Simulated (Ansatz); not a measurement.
# Grüneisen parameters and expansion of Rh (Rhodium, Fm-3m), part 2 of 3

Aim: how the vibrations of Rhodium shift with volume, and the expansion that follows.

Ansatz 0.2.0; DFT PBEsol, scalar-relativistic, plane waves, PAW.

So far. Step 2 (Probe on a coarse mesh): The start is under -2.7 GPa at this level and looks like a metal on this mesh. Step 4 (Relaxing to small residual forces and stress): The residual pressure is 8.6e-5 GPa, small enough for phonons.

The database entry behind the starting cell differs from later determinations by our own check (an axis about 0.2 % short against later determinations), so it need not match the best structure at ambient conditions.

### 5. Phonons, V/V0 1

Phonons at this volume give one point of F(V, T); meshes stay fixed along the series.

Input file input.yaml:

```yaml
crystal:
  lattice:
    - [0.0, 1.8897979409, 1.8897979409]
    - [1.8897979409, 0.0, 1.8897979409]
    - [1.8897979409, 1.8897979409, 0.0]
  atoms:
    - { symbol: Rh, position: [0.0, 0.0, 0.0] }
kpoints:
  mp_grid: { grid: [20, 20, 20] }
hamiltonian:
  xc: pbesol
scf:
  occupations: { method: methfessel_paxton, width: 0.2 }
output:
  eigenvalues: true
phonons:
  method: dfpt
  qmesh: [4, 4, 4]
  temperatures: { t_max: 1000, t_step: 50 }
  qpath:
    path:
      - [[0.0, 0.0, 0.0], [0.5, 0.0, 0.5], [0.625, 0.25, 0.625]]
      - [[0.375, 0.375, 0.75], [0.0, 0.0, 0.0], [0.5, 0.5, 0.5], [0.5, 0.25, 0.75], [0.5, 0.0, 0.5]]
    npoints: 10
```

Started as:

```
$ ansatz run input.yaml --threads 4 --pin off --max-ram 8192MiB --backend cpu --events-out ev --progress --plain --runs-dir out
```

Numbers of over 12 decimals in the logs are rounded to 6 here.

Output:

```text
[...]
Crystal: 1 atoms, lattice volume = 13.498 Å³
Basis set: ecut = 420 eV, 259 PW (Γ), exchange–correlation on 36×36×36 points (8 copies of the dense FFT grid, shifted against one another)
Bands: 13, of which v1, the nominal top of the filled ones, is band 9 counted from 1 (8 counted from 0)
Symmetry: 48 space group operations
k-points: 256 of 8000
[...]
SCF iter   1: F=—  HF=-6338.749275 eV  |F-HF|=—  |Δ(HF+E_count)|=         —  Δρ=9.48e-3  dr2=9.84e-3  ethr=1.77e-3  ⟨swp⟩=4.6  Hψ=17741  notcnv=0
[...]
SCF iter   7: F=-6338.746278 eV  HF=-6338.746278 eV  |F-HF|=9.09e-13  |Δ(HF+E_count)|=  5.00e-11  S|Δr|=    0.00e0  Δρ=2.27e-7  dr2=3.35e-12  ethr=1.00e-12  ⟨swp⟩=4.6  Hψ=14211  notcnv=0
SCF 1 converged in 7 iterations: F = -6338.746278 eV  dr2 = 3.35e-12
[...]
NSCF: frozen V_eff on 256 k-points
[...]
DFPT response loops at q = (0, 0, 0) (fractional): preconditioner auto → Kerker (q_TF=auto, 2.835 Å⁻¹) (partly filled bands, converged f_vac=0.000); β = 1.00, the filter's whole step (`scf.mixing.beta` (0.50) is not read by the response loops under this deck's `scf.mixing.preconditioner`; to damp them name `kerker` or `kerker_dos`, under which they read `scf.mixing.beta`, and type it under 1.00, their step now; both keys bind the ground state too); Broyden in place of MSR1
[...]
SCF converged after 7 iterations
[...]
Free energy (F): -6338.746278 eV
[...]
Internal energy: -6338.748187 eV  (E = F + TS)
E sigma→0 (E₀):  -6338.746755 eV
Entropy (-TS):   0.001909 eV (1.909 meV/atom)
Fermi energy:    22.779387 eV
[...]
--- Band table (eV; the first three rows and the last of 256) ---
  k-point 0: bands = [... 5 lower, 19.5876, 19.5876, 19.5876, 21.7630, 21.7630, 38.4865, 43.9123, 43.9123]
  k-point 1: bands = [... 5 lower, 19.5405, 19.6288, 19.6288, 21.7393, 21.7393, 38.6379, 43.3682, 44.0616]
  k-point 2: bands = [... 5 lower, 19.4180, 19.7399, 19.7399, 21.6840, 21.6840, 39.0550, 42.1679, 44.5035]
  k-point 255: bands = [... 5 lower, 18.8388, 18.8388, 21.5314, 23.8075, 32.4716, 32.4716, 34.0923, 35.5703]
--- Phonons (Γ-DFPT): 1 representative perturbation + reference (Σ response iterations 3) ---
  ASR residual: 1.701e-4 → 0.000e0 eV/Å²; symmetrization residual: 1.614e-12 eV/Å²
  ASR residual per site (eV/Å²): 1.70e-4
  Γ frequencies (cm⁻¹): 0.00 0.00 0.00
--- Phonons (arbitrary-q DFPT): 8 irreducible q on the 4×4×4 mesh ---
  q = [0.0000, 0.0000, 0.0000] (star 1, of the zone-centre solve; hermiticity 8.01e-10, symmetrization 9.36e-9): -0.00 -0.00 -0.00
  q = [0.0000, 0.0000, 0.2500] (star 8, 1 solved perturbation on 4200 of 8000 k-point pairs; hermiticity 5.91e-14, symmetrization 1.13e-13): 100.29 100.29 202.20
[...]
q = [0.0000, 0.2500, 0.2500] (star 6, 2 solved perturbations in 3420 linear systems a pass and spin channel, the states on 2210 of 8000 k-point pairs; hermiticity 1.07e-13, symmetrization 1.26e-13): 138.09 138.09 213.17
[...]
sum rule: each row above includes the acoustic sum rule's correction from the zone centre's row sums; it moved no ω² by more than (0.67 cm⁻¹)²
  mesh force constants: q→R imaginary residual 0.00e0; ASR residual 1.701e-4 → 0.000e0 eV/Å²; symmetrization residual 8.882e-15 eV/Å²
  interpolated dispersion: 62 rows × 3 modes
  density of states and harmonic sums: on the 28×28×28 q-mesh, interpolated from the force constants of a 4×4×4 supercell (no non-analytic term)
  largest difference from the sums on the solved wave vectors: F 1.07e-2 eV, S 1.48e-5 and C_V 4.03e-6 eV/K
  zero-point energy: 0.033372 eV/cell   skipped modes (ω ≤ 0): 3   left out of the sums: 4.56e-5 of the cell's modes: C_V's classical limit lies that fraction below 3 k_B per atom; for a crystal, a wire or a layer, F and S can be off by more, and a phonons.interpolated_qmesh denser along its periods is the remedy for the sampling
```

Elapsed: 2.5 min, on 4 threads of Arm Neoverse V1, shared host; peak memory 3.5 GiB; 9.4 min of CPU time.

This step gave:

| Item | Value |
| --- | --- |
| Γ frequencies | 0, 0, 0 cm⁻¹ (negative: imaginary) |
| lowest frequency on the path | 0 cm⁻¹ |
| zero-point energy | 0.03337 eV/cell |
| highest frequency | 249.9 cm⁻¹ |
| Debye temperature from the second moment | 343 K |

No LO-TO term. Phonon branches along the path, in cm⁻¹:

```tsv
point	branch 1	branch 2	branch 3
Γ	0	0	0
halfway	138	138	213
X	193	193	240
halfway	189	195	234
U	180	205	218
jump to K	180	205	218
halfway	116	139	220
Γ	0	0	0
halfway	100	100	202
L	144	144	250
halfway	163	179	233
W	190	208	208
halfway	191	194	229
X	193	193	240
```

The phonon branches as a text plot (rows in cm⁻¹):

```
    245 |         ****                         ******
    234 |       **    **     ***              *      **       ***
    224 |               **  *   *            *         **   **
    213 |      *          **                             * *
    203 |                ***                *            ****
    193 |           *****   *    *                     ** *******
    182 |    **   **    ***                           *  *
    172 |        *         * **            *         * **
    161 |       *           *  *  **                ***
    151 |   *                **                   ***
    141 |      *                *         *    ****
    130 |                      *              *
    120 |    **                 **  *        *
    109 |  *
     99 |                        *       *  *
     89 |   *                     **
     78 |                         **       *
     68 |                                 *
     57 | **                        **
     47 |                           *   **
     36 |
     26 | *                          *  *
     16 |
      5 |*                            **
         Γ           X  U|K            Γ         L        W     X
```

The phonon density of states has structure finer than the step of the table below, so its rows give means over 10 cm⁻¹, whole bins alone (the curve runs from 1 to 251 cm⁻¹). Peaks (cm⁻¹: height): 185.0: 0.0298, 235.0: 0.0578.

Tetrahedra on 28 28 28, mean over bins of 2 cm⁻¹. The phonon density of states by wavenumber; means over each step:

```tsv
wavenumber (cm⁻¹)	phonon density of states (1/cm⁻¹/cell)
10	2.6e-5
20	1.3e-4
30	3.1e-4
40	5.7e-4
50	9.0e-4
60	0.00133
70	0.00188
80	0.00256
90	0.00344
100	0.00456
110	0.00604
120	0.00812
130	0.0112
140	0.0171
150	0.0249
160	0.0268
170	0.0284
180	0.0295
190	0.0262
200	0.0145
210	0.00669
220	0.0177
230	0.0401
240	0.0248
```

Harmonic. Thermo, by row:

```tsv
T (K)	F_vib (meV/atom)	S (J/mol-atom/K)	C_V (J/mol-atom/K)
0	33.37	0	0
50	33.18	1.587	4.776
100	30.73	8.261	14.75
150	24.6	15.27	19.47
200	15.1	21.2	21.63
250	2.79	26.16	22.75
300	-11.88	30.37	23.39
350	-28.58	34	23.79
400	-47.05	37.2	24.05
450	-67.07	40.04	24.23
500	-88.5	42.6	24.37
550	-111.2	44.93	24.46
600	-135	47.06	24.54
650	-159.9	49.03	24.6
700	-185.8	50.85	24.65
750	-212.6	52.55	24.68
800	-240.3	54.15	24.71
850	-268.7	55.65	24.74
900	-297.9	57.06	24.76
950	-327.9	58.4	24.78
1000	-358.4	59.67	24.8
```

Phonopy on the run's constants, 21x21x21 mesh, Gaussian sigma 2.0 cm⁻¹. The modes, Rh by wavenumber; read off at these points:

```tsv
wavenumber (cm⁻¹)	modes, Rh (1/cm⁻¹/cell)
-10.0	0
0.0	5.7e-5
10.0	0
20.0	2.9e-4
30.0	3.5e-4
40.0	8.7e-4
50.0	6.7e-4
60.0	0.00169
70.0	0.00198
80.0	0.00334
90.0	0.00177
100.0	0.00354
110.0	0.00808
120.0	0.00801
130.0	0.0115
140.0	0.0177
150.0	0.0244
160.0	0.0274
170.0	0.0273
180.0	0.0295
187.0	0.0307
190.0	0.0258
200.0	0.0142
210.0	0.00713
220.0	0.0165
230.0	0.0385
234.0	0.0518
240.0	0.0226
250.0	0.00186
260.0	0
```

No mode is imaginary beyond numerical noise at the solved wavevectors.

### 6. A cell at another volume, V/V0 1.015

Symmetry fixes every atom, so a single point at the scaled cell gives the energy and pressure of this member.

input.yaml, the sections that differ from step 5:

```yaml
crystal:
  lattice:
    - [0.0, 1.8992000754, 1.8992000754]
    - [1.8992000754, 0.0, 1.8992000754]
    - [1.8992000754, 1.8992000754, 0.0]
  atoms:
    - { symbol: Rh, position: [0.0, 0.0, 0.0] }
output:
  forces: true
  stress: true
  eigenvalues: true
# kpoints, hamiltonian, scf: as in step 5
# phonons: removed
```

Output:

```text
[...]
Crystal: 1 atoms, lattice volume = 13.701 Å³
Basis set: ecut = 420 eV, 283 PW (Γ), exchange–correlation on 36×36×36 points (8 copies of the dense FFT grid, shifted against one another)
Bands: 13, of which v1, the nominal top of the filled ones, is band 9 counted from 1 (8 counted from 0)
Symmetry: 48 space group operations
[...]
k-points: 256 of 8000
[...]
SCF iter   1: F=—  HF=-6338.746716 eV  |F-HF|=—  |Δ(HF+E_count)|=         —  Δρ=9.54e-3  dr2=1.03e-2  ethr=1.77e-3  ⟨swp⟩=4.7  Hψ=17748  notcnv=0
[...]
SCF iter   5: F=-6338.743552 eV  HF=-6338.743552 eV  |F-HF|=3.16e-9  |Δ(HF+E_count)|=   1.11e-7  S|Δr|=    0.00e0  Δρ=2.24e-5  dr2=1.40e-8  ethr=5.88e-10  ⟨swp⟩=5.0  Hψ=15475  notcnv=0
SCF 1 converged in 5 iterations: F = -6338.743552 eV  dr2 = 1.40e-8
[...]
SCF converged after 5 iterations
[...]
Free energy (F): -6338.743552 eV
[...]
Internal energy: -6338.745559 eV  (E = F + TS)
E sigma→0 (E₀):  -6338.744054 eV
Entropy (-TS):   0.002007 eV (2.007 meV/atom)
Fermi energy:    22.346142 eV
[...]
--- Stress (GPa, compression-positive) ---
       -4.244407      -0.000000       0.000000
        0.000000      -4.244407      -0.000000
        0.000000      -0.000000      -4.244407
  P = ⅓ Tr σ = -4.2444 GPa (-42.444 kbar)
--- Band table (eV; the first three rows and the last of 256) ---
  k-point 0: bands = [... 5 lower, 19.2271, 19.2271, 19.2271, 21.3522, 21.3522, 38.0711, 43.4146, 43.4146]
  k-point 1: bands = [... 5 lower, 19.1812, 19.2674, 19.2674, 21.3292, 21.3292, 38.2183, 42.8743, 43.5637]
  k-point 2: bands = [... 5 lower, 19.0617, 19.3762, 19.3762, 21.2757, 21.2757, 38.6227, 41.6748, 43.9947]
  k-point 255: bands = [... 5 lower, 18.4913, 18.4913, 21.1307, 23.3467, 31.9263, 31.9263, 33.5173, 34.9927]
```

Wall time 0.87 s (4 threads); peak memory 0.31 GiB.

Numbers from this step:

* pressure: -4.244 GPa
* volume per atom: 13.70 Å³

The run ends at a pressure of -4.24 GPa.

### 7. Phonons, V/V0 1.015

The same q-mesh and k-mesh are kept at every volume, so that much of their error can cancel in the differences.

input.yaml, the sections that differ from step 6:

```yaml
output:
  eigenvalues: true
phonons:
  method: dfpt
  qmesh: [4, 4, 4]
  temperatures: { t_max: 1000, t_step: 50 }
  qpath:
    path:
      - [[0.0, 0.0, 0.0], [0.5, 0.0, 0.5], [0.625, 0.25, 0.625]]
      - [[0.375, 0.375, 0.75], [0.0, 0.0, 0.0], [0.5, 0.5, 0.5], [0.5, 0.25, 0.75], [0.5, 0.0, 0.5]]
    npoints: 10
# crystal, kpoints, hamiltonian, scf: as in step 6
```

Output:

```text
[...]
Crystal: 1 atoms, lattice volume = 13.701 Å³
Basis set: ecut = 420 eV, 283 PW (Γ), exchange–correlation on 36×36×36 points (8 copies of the dense FFT grid, shifted against one another)
Bands: 13, of which v1, the nominal top of the filled ones, is band 9 counted from 1 (8 counted from 0)
Symmetry: 48 space group operations
k-points: 256 of 8000
[...]
k-point 255: bands = [... 5 lower, 18.4913, 18.4913, 21.1307, 23.3466, 31.9263, 31.9263, 33.5172, 34.9926]
[...]
ASR residual: 1.674e-4 → 0.000e0 eV/Å²; symmetrization residual: 6.063e-13 eV/Å²
  ASR residual per site (eV/Å²): 1.67e-4
  Γ frequencies (cm⁻¹): 0.00 0.00 0.00
--- Phonons (arbitrary-q DFPT): 8 irreducible q on the 4×4×4 mesh ---
[...]
interpolated dispersion: 62 rows × 3 modes
[...]
[key lines of the parts left out:]
SCF converged after 7 iterations
Free energy (F): -6338.743552 eV
Fermi energy:    22.346074 eV
```

Run time: 2.5 min. Hardware: 4 threads; peak memory 3.5 GiB; 9.4 min of CPU time.

No LO-TO term. Phonon branches along the path, in cm⁻¹:

```tsv
point	branch 1	branch 2	branch 3
Γ	0	0	0
halfway	134	134	206
X	186	186	230
halfway	183	188	224
U	174	197	209
jump to K	174	197	209
halfway	114	134	212
Γ	0	0	0
halfway	98	98	195
L	141	141	240
halfway	158	173	223
W	183	200	200
halfway	184	187	219
X	186	186	230
```

The phonon branches as a text plot (rows in cm⁻¹):

```
    235 |         ***                          ******
    225 |       **   ***     ***              *      **       ***
    215 |               **  *   *            *         **   **
    205 |      *          **                             * *
    195 |               ****     *          *            ****
    185 |    **     *****   *                          **********
    175 |         **     **  **                       * *
    165 |        *         *               *         * *
    155 |       *           *  *  **                ***
    145 |   *                **                  ****
    135 |      *               **         *    **
    125 |                                     *
    115 |    **                 **  *        *
    105 |  *
     95 |                        *       *  *
     85 |   *                     **       *
     75 |                         **
     65 |                                 *
     55 | **                        **
     45 |                           *   **
     35 |
     25 | *                          *  *
     15 |
      5 |*                            **
         Γ           X  U|K            Γ         L        W     X
```

No mode is imaginary beyond numerical noise at the solved wavevectors.

### 8. Single point at a scaled cell, V/V0 0.985

Symmetry fixes every atom, so a single point at the scaled cell gives the energy and pressure of this member.

input.yaml, the sections that differ from step 7:

```yaml
crystal:
  lattice:
    - [0.0, 1.8803013085, 1.8803013085]
    - [1.8803013085, 0.0, 1.8803013085]
    - [1.8803013085, 1.8803013085, 0.0]
  atoms:
    - { symbol: Rh, position: [0.0, 0.0, 0.0] }
output:
  forces: true
  stress: true
  eigenvalues: true
  write_density: true
  write_potential: true
  elf: true
  volumetric_format: npy
# kpoints, hamiltonian, scf: as in step 7
# phonons: removed
```

Output:

```text
[...]
Crystal: 1 atoms, lattice volume = 13.296 Å³
Basis set: ecut = 420 eV, 259 PW (Γ), exchange–correlation on 36×36×36 points (8 copies of the dense FFT grid, shifted against one another)
Bands: 13, of which v1, the nominal top of the filled ones, is band 9 counted from 1 (8 counted from 0)
Symmetry: 48 space group operations
[...]
k-points: 256 of 8000
[...]
--- Band table (eV; the first three rows and the last of 256) ---
  k-point 0: bands = [... 5 lower, 19.9586, 19.9586, 19.9586, 22.1863, 22.1863, 38.9124, 44.4184, 44.4184]
  k-point 1: bands = [... 5 lower, 19.9102, 20.0007, 20.0007, 22.1618, 22.1618, 39.0680, 43.8753, 44.5721]
  k-point 2: bands = [... 5 lower, 19.7847, 20.1143, 20.1143, 22.1047, 22.1047, 39.4981, 42.6729, 45.0247]
  k-point 255: bands = [... 5 lower, 19.1969, 19.1969, 21.9439, 24.2827, 33.0340, 33.0340, 34.6843, 36.1657]
[key lines of the parts left out:]
SCF converged after 5 iterations
Free energy (F): -6338.743383 eV
Fermi energy:    23.226007 eV
P = ⅓ Tr σ = 4.6523 GPa (46.523 kbar)
```

Elapsed: 1.1 s, on 4 threads; peak memory 0.31 GiB; 3.6 s of CPU time.

The run ends at a pressure of 4.65 GPa.

### 9. Phonons, V/V0 0.985

The same q-mesh and k-mesh are kept at every volume, so that much of their error can cancel in the differences.

input.yaml, the sections that differ from step 8:

```yaml
output:
  eigenvalues: true
phonons:
  method: dfpt
  qmesh: [4, 4, 4]
  temperatures: { t_max: 1000, t_step: 50 }
  qpath:
    path:
      - [[0.0, 0.0, 0.0], [0.5, 0.0, 0.5], [0.625, 0.25, 0.625]]
      - [[0.375, 0.375, 0.75], [0.0, 0.0, 0.0], [0.5, 0.5, 0.5], [0.5, 0.25, 0.75], [0.5, 0.0, 0.5]]
    npoints: 10
# crystal, kpoints, hamiltonian, scf: as in step 8
```

Output:

```text
[...]
Crystal: 1 atoms, lattice volume = 13.296 Å³
Basis set: ecut = 420 eV, 259 PW (Γ), exchange–correlation on 36×36×36 points (8 copies of the dense FFT grid, shifted against one another)
Bands: 13, of which v1, the nominal top of the filled ones, is band 9 counted from 1 (8 counted from 0)
Symmetry: 48 space group operations
k-points: 256 of 8000
[...]
k-point 255: bands = [... 5 lower, 19.1968, 19.1968, 21.9439, 24.2827, 33.0339, 33.0339, 34.6842, 36.1657]
[...]
ASR residual: 1.765e-4 → 0.000e0 eV/Å²; symmetrization residual: 1.819e-12 eV/Å²
  ASR residual per site (eV/Å²): 1.76e-4
  Γ frequencies (cm⁻¹): 0.00 0.00 0.00
--- Phonons (arbitrary-q DFPT): 8 irreducible q on the 4×4×4 mesh ---
[...]
interpolated dispersion: 62 rows × 3 modes
[...]
[key lines of the parts left out:]
SCF converged after 7 iterations
Free energy (F): -6338.743383 eV
Fermi energy:    23.225967 eV
```

Elapsed: 2.4 min, on 4 threads; peak memory 3.5 GiB.

No mode is imaginary beyond numerical noise at the solved wavevectors.

### 10. Single point at a scaled cell, V/V0 1.03

Symmetry fixes every atom, so a single point at the scaled cell gives the energy and pressure of this member.

input.yaml, the sections that differ from step 9:

```yaml
crystal:
  lattice:
    - [0.0, 1.9085100285, 1.9085100285]
    - [1.9085100285, 0.0, 1.9085100285]
    - [1.9085100285, 1.9085100285, 0.0]
  atoms:
    - { symbol: Rh, position: [0.0, 0.0, 0.0] }
output:
  forces: true
  stress: true
  eigenvalues: true
  write_density: true
  write_potential: true
  elf: true
  volumetric_format: npy
# kpoints, hamiltonian, scf: as in step 9
# phonons: removed
```

Output:

```text
[...]
Crystal: 1 atoms, lattice volume = 13.903 Å³
Basis set: ecut = 420 eV, 283 PW (Γ), exchange–correlation on 40×40×40 points (8 copies of the dense FFT grid, shifted against one another)
Bands: 13, of which v1, the nominal top of the filled ones, is band 9 counted from 1 (8 counted from 0)
Symmetry: 48 space group operations
[...]
k-points: 256 of 8000
[...]
--- Band table (eV; the first three rows and the last of 256) ---
  k-point 0: bands = [... 5 lower, 18.8766, 18.8766, 18.8766, 20.9532, 20.9532, 37.6658, 42.9319, 42.9319]
  k-point 1: bands = [... 5 lower, 18.8319, 18.9161, 18.9161, 20.9309, 20.9309, 37.8088, 42.3910, 43.0767]
  k-point 2: bands = [... 5 lower, 18.7154, 19.0226, 19.0226, 20.8792, 20.8792, 38.2008, 41.1932, 43.4978]
  k-point 255: bands = [... 5 lower, 18.1538, 18.1538, 20.7414, 22.8996, 31.3973, 31.3973, 32.9583, 34.4318]
[key lines of the parts left out:]
SCF converged after 5 iterations
Free energy (F): -6338.735706 eV
Fermi energy:    21.925538 eV
P = ⅓ Tr σ = -8.1156 GPa (-81.156 kbar)
```

Elapsed: 1.1 s, on 4 threads; peak memory 0.32 GiB.

The run ends at a pressure of -8.12 GPa.

### 11. Phonons, V/V0 1.03

The same q-mesh and k-mesh are kept at every volume, so that much of their error can cancel in the differences.

input.yaml, the sections that differ from step 10:

```yaml
output:
  eigenvalues: true
phonons:
  method: dfpt
  qmesh: [4, 4, 4]
  temperatures: { t_max: 1000, t_step: 50 }
  qpath:
    path:
      - [[0.0, 0.0, 0.0], [0.5, 0.0, 0.5], [0.625, 0.25, 0.625]]
      - [[0.375, 0.375, 0.75], [0.0, 0.0, 0.0], [0.5, 0.5, 0.5], [0.5, 0.25, 0.75], [0.5, 0.0, 0.5]]
    npoints: 10
# crystal, kpoints, hamiltonian, scf: as in step 10
```

Output:

```text
[...]
Crystal: 1 atoms, lattice volume = 13.903 Å³
Basis set: ecut = 420 eV, 283 PW (Γ), exchange–correlation on 40×40×40 points (8 copies of the dense FFT grid, shifted against one another)
Bands: 13, of which v1, the nominal top of the filled ones, is band 9 counted from 1 (8 counted from 0)
Symmetry: 48 space group operations
k-points: 256 of 8000
[...]
k-point 255: bands = [... 5 lower, 18.1537, 18.1537, 20.7414, 22.8995, 31.3973, 31.3973, 32.9583, 34.4318]
[...]
ASR residual: 1.869e-4 → 0.000e0 eV/Å²; symmetrization residual: 3.941e-12 eV/Å²
  ASR residual per site (eV/Å²): 1.87e-4
  Γ frequencies (cm⁻¹): 0.00 0.00 0.00
--- Phonons (arbitrary-q DFPT): 8 irreducible q on the 4×4×4 mesh ---
[...]
interpolated dispersion: 62 rows × 3 modes
[...]
[key lines of the parts left out:]
SCF converged after 7 iterations
Free energy (F): -6338.735706 eV
Fermi energy:    21.925468 eV
```

Elapsed: 2.5 min, on 4 threads; peak memory 3.6 GiB; 9.6 min of CPU time.

No mode is imaginary beyond numerical noise at the solved wavevectors.

[end of part 2 of 3]

[Logs are printed without paths, hosts, clocks, repeated set-up lines and the standing remarks that a program may print on its own settings, such as how far it seeks lower states.]

[Hosts, paths, dates, database ids (printed as entryN), source tags and the programs' standing remarks are cut or masked in the printed files.]

[A step with changed settings may run another functional than the one named; its input shows which.]

[Of the runs on displaced cells, only some may be shown.]
